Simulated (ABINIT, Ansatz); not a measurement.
**Ge2Sb2Te5 (P-3m1): changed settings of a GW run in ABINIT**

Aim: change inputs of a GW run on Ge2Sb2Te5 (P-3m1) and see what moves.

Main program and level: ABINIT 10.8.3; PBE and many-body steps on it, plane waves.

Report form: the programs' logs are mostly left out.

## 1. The structure

Symmetry: P-3m1, No. 164, trigonal system. Conventional cell: a = 4.294 Å, b = 4.294 Å, c = 17.101 Å, α = 90.00°, β = 90.00°, γ = 120.00°. Nearest to Ge lie 6 Te at 3.00 to 3.04 Å. Nearest to Sb lie 6 Te at 3.01 to 3.20 Å. Nearest to Te lie 6 Ge at 3.04 Å. Nearest to Te lie 3 Ge at 3.00 Å and 3 Sb at 3.20 Å. Nearest to Te lie 3 Sb at 3.01 Å. Farther neighbours and most contacts between anions are not listed.

Coordinates:

```cif
data_structure
_symmetry_space_group_name_H-M 'P 1'
_symmetry_Int_Tables_number 1
_cell_length_a 4.2941
_cell_length_b 4.2941
_cell_length_c 17.1013
_cell_angle_alpha 90.000
_cell_angle_beta 90.000
_cell_angle_gamma 120.000
_cell_volume 273.09
loop_
_atom_site_label
_atom_site_type_symbol
_atom_site_fract_x
_atom_site_fract_y
_atom_site_fract_z
_atom_site_occupancy
Ge1 Ge 0.33333 0.66667 0.89711 1
Ge2 Ge 0.66667 0.33333 0.10290 1
Sb3 Sb 0.00000 0.00000 0.67993 1
Sb4 Sb 0.00000 0.00000 0.32007 1
Te5 Te 0.00000 0.00000 0.00000 1
Te6 Te 0.66667 0.33333 0.79846 1
Te7 Te 0.33333 0.66667 0.20154 1
Te8 Te 0.33333 0.66667 0.58011 1
Te9 Te 0.66667 0.33333 0.41989 1
```

The cell and positions are those that the Materials Project relaxed with its own functionals (PBE, PBE+U or r2SCAN), kept fixed. Spin-orbit coupling is left out unless a step names it.

## 2. Screening, 3×3×1 mesh, 186 bands, screening to 114.3 eV

This step: ABINIT 10.8.3; RPA screening on PBE, plane waves, norm-conserving pseudopotentials.

The RPA dielectric matrix is built and inverted for each q.

Contents of run.abi:

```
acell 3*1.0 Angstrom
rprim 
  4.294064424821 -0.000000000005 0.000000000000
  -2.147032212406 3.718768877384 0.000000000000
  0.000000000000 0.000000000000 17.101346000000
ntypat 3
znucl 32 51 52
natom 9
typat 1 1 2 2 3 3 3 3 3
xred 
  0.333333333333 0.666666666667 0.897105000000
  0.666666666667 0.333333333333 0.102895000000
  0.000000000000 0.000000000000 0.679932000000
  0.000000000000 0.000000000000 0.320068000000
  0.000000000000 0.000000000000 0.000000000000
  0.666666666667 0.333333333333 0.798458000000
  0.333333333333 0.666666666667 0.201542000000
  0.333333333333 0.666666666667 0.580108000000
  0.666666666667 0.333333333333 0.419892000000
pp_dirpath "pseudos"
pseudos "Ge.upf, Sb.upf, Te.upf"
ecut 56
ngkpt 3 3 1
nshiftk 1
shiftk 0 0 0
kptopt 1
chksymbreak 0
istwfk *1
occopt 1
irdwfk 1
optdriver 3
nband 186
ecuteps 4.2
inclvkb 2
awtr 1
symchi 1
indata_prefix "in"
outdata_prefix "out"
tmpdata_prefix "tmp"
```

The run is started by

```bash
$ OMP_NUM_THREADS=1 mpirun -n 4 abinit run.abi > log
```

Elapsed: 7.8 min, on 4 MPI ranks of Arm Neoverse V2, shared host; peak memory 7.3 GiB; 31 min of CPU time.

This step gave:

- ε∞ with local fields, on this mesh, along the program's q direction: 568.0
- the same without local fields: 624.6
- plasma frequency: 32.56 eV
- plane waves in the screening matrix: 761

Local fields lower ε∞ by 9 %. The value itself is an artefact of the mesh, where one narrow direct gap carries too much weight.

## 3. Base

The self-energy is evaluated for the states that the input lists, and the levels follow from it, in one-shot runs by the linearised quasiparticle equation.

This step: G0W0 on PBE, plane waves, norm-conserving pseudopotentials.

run.abi, as its differences from that of step 2:

```diff
@@ -30,8 +30,15 @@
 irdwfk 1
-optdriver 3
+optdriver 4
 nband 186
+gwcalctyp 0
+ecutsigx 56
+symsigma 1
+nkptgw 1
+kptgw 
+  0.0000000000 0.0000000000 0.0000000000
+bdgw 
+  104 107
 ecuteps 4.2
-inclvkb 2
-awtr 1
-symchi 1
+irdscr 1
+ppmodel 1
 indata_prefix "in"
```

It took 28 s on 4 MPI ranks; peak memory 5.3 GiB; 1.9 min of CPU time.

Numbers from this step:

| Item | Value |
| --- | --- |
| G0W0 gap on the points computed | 0.258 eV |
| starting gap on the mesh | 0.2751 eV |
| k of the valence top | 0, 0, 0 |
| k of the conduction bottom | 0, 0, 0 |
| Z at the valence top | 0.783 |
| Z at the conduction bottom | 0.783 |
| least direct G0W0 gap on the computed points | 0.258 eV |

The gap on the mesh goes from 0.28 eV to 0.26 eV, a correction of −0.02 eV.

## 4. Smaller part of the screening matrix

run.abi, as its differences from that of step 3:

```diff
@@ -40,3 +40,3 @@
   104 107
-ecuteps 4.2
+ecuteps 1.1
 irdscr 1
```

Wall time 16 s (4 MPI ranks); peak memory 5 GiB.

Numbers from this step:

| Item | Value |
| --- | --- |
| G0W0 gap on the points computed | 0.2070 eV |
| starting gap on the mesh | 0.2751 eV |
| k of the valence top | 0, 0, 0 |
| k of the conduction bottom | 0, 0, 0 |
| Z at the valence top | 0.792 |
| Z at the conduction bottom | 0.79 |
| least direct G0W0 gap on the computed points | 0.2070 eV |

## 5. More bands than the file holds

run.abi, as its differences from that of step 4:

```diff
@@ -31,3 +31,3 @@
 optdriver 4
-nband 186
+nband 909
 gwcalctyp 0
@@ -40,3 +40,3 @@
   104 107
-ecuteps 1.1
+ecuteps 4.2
 irdscr 1
@@ -46 +46,2 @@
 tmpdata_prefix "tmp"
+gwmem 10
```

Run time: 8.2 s. Hardware: 4 MPI ranks; peak memory 0.22 GiB.

The run stopped with an error after 8.2 s.

The program's words: Number of bands stored WFK file is less than required. WFK mband: 333, self-energy nband: 909

The fault put into this input: more bands than the file holds.

## 6. Side by side

Times are wall times on 4 MPI ranks of Arm Neoverse V2, shared host, good to a factor of about two. A run's time includes the screening step that it read.

| run | mesh | bands | screening cutoff (eV) | DFT gap (eV) | gap on the mesh (eV) | direct (eV) | ε∞ used | time |
| --- | --- | --- | --- | --- | --- | --- | --- | --- |
| base | 3×3×1 | 186 | 114.3 | 0.275 | 0.258 | 0.258 | 567.96 | 8.3 min |
| smaller part of the screening matrix | 3×3×1 | 186 | 29.9 | 0.275 | 0.207 | 0.207 | 567.96 | 8.1 min |

## 7. Outcome

```yaml
base: 0.258 eV
smaller_part_of_the_screening_matrix: 0.207 eV
known_limits: not at the basis limit; model gap, bands may invert with spin-orbit coupling; screening runs away on this mesh; no spin-orbit coupling; coarse k mesh
```

In words: Smaller part of the screening matrix: −0.051 eV against base (keys changed: ecuteps). Bands and cutoff are finite, so the gap is not at the basis limit. The miss can reach some tenths of an eV and take either sign; the mesh is an error of its own. In the G0W0 runs levels were corrected at 1 k point alone, so a gap called «on the mesh» is the least over those, and an edge elsewhere would be missed. The 3×3×1 mesh is coarse for this cell, which bears on the long-range parts of exchange and screening. With atoms this heavy and so narrow a gap, spin-orbit coupling can invert the bands. These scalar-relativistic gaps are then model values, not to be set against experiment, and a spin-orbit change taken from DFT can't simply be added. For the PBE start: On this mesh the RPA ε∞ passes 90, more than nearly any semiconductor shows; a coarse mesh does this where one point with a narrow direct gap carries much weight. The screening is then too strong, and the G0W0 gap should not be taken as the material's.

[Paths, hosts, dates, memory and timing lines, banners, echoed tables and standing remarks are left out of the program output.]

[Logs are printed without paths, hosts, clocks, repeated set-up lines and the standing remarks that a program may print on its own settings, such as how far it seeks lower states.]

[Runs of the session that timed out or met a known fault of the program may be left out.]

[Hosts, paths, dates, database ids (printed as entryN), source tags and the programs' standing remarks are cut or masked in the printed files.]

[G0W0 gaps are taken among the corrected bands and points alone; a level outside them can change the order at an edge.]

[Where Ansatz stands beside ABINIT at settings called matched, ABINIT's density can come from a denser mesh and the files from another edition; pairs whose starting gaps differed by over 0.03 eV were left out, so agreement reads better than it is.]
